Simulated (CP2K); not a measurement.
Two runs for the O K edge of ozone. Run A: CP2K XAS_TDP, all-electron GAPW, PBEh(45%), aug-cc-pVTZ, TDA, no relativity. Run B differs in one setting.

First lines with a strength over 0.0015. A:

| atom | energy (eV) | states | strength, one atom |
| --- | --- | --- | --- |
| O1 (bonded to O) | 525.08 | 1 | 0.0455 |
|  | 530.82 | 1 | 0.0734 |
|  | 535.38 | 1 | 0.0018 |
|  | 536.03 | 1 | 0.0106 |
|  | 536.42 | 1 | 0.0017 |
| O2 (bonded to 2 O) | 529.03 | 1 | 0.0584 |
|  | 536.65 | 1 | 0.0417 |
|  | 537.61 | 1 | 0.0820 |
|  | 540.31 | 1 | 0.0030 |
|  | 541.59 | 1 | 0.0022 |
| O3 (bonded to O) | 525.08 | 1 | 0.0455 |
|  | 530.82 | 1 | 0.0734 |
|  | 535.38 | 1 | 0.0018 |
|  | 536.03 | 1 | 0.0106 |
|  | 536.42 | 1 | 0.0017 |

B:

```csv
atom,energy (eV),states,"strength, one atom"
O1 (bonded to O),524.50,1,0.0454
,530.18,1,0.0745
,536.44,1,0.0084
,548.36,1,0.0523
,549.45,1,0.0785
O2 (bonded to 2 O),528.32,1,0.0579
,535.90,1,0.0409
,536.91,1,0.0845
,552.67,1,0.0541
,553.93,1,0.0651
O3 (bonded to O),524.50,1,0.0454
,530.18,1,0.0745
,536.44,1,0.0084
,548.36,1,0.0523
,549.45,1,0.0785
```

Which was it: the functional, the basis, GW2X switched on, scalar relativity switched on?

The basis (basis from aug-cc-pVTZ to pc-1; the lines alone don't name the new value). A basis moves diffuse and continuum lines far more than the leading valence line. Against PBEh(45%) in aug-cc-pVTZ, the leading lines move by -0.58 eV (O1, to 524.50), -0.71 eV (O2, to 528.32) and -0.58 eV (O3, to 524.50). The next line of O1 over the strength cut lies 5.68 eV higher, against 5.74.

[Banner, clock and machine lines of the logs are left out without a mark of their own.]

[Logs are printed without paths, hosts, clocks, repeated set-up lines and the standing remarks that a program may print on its own settings, such as how far it seeks lower states.]

[Hosts, paths, dates, database ids (printed as entryN), source tags and the programs' standing remarks are cut or masked in the printed files.]
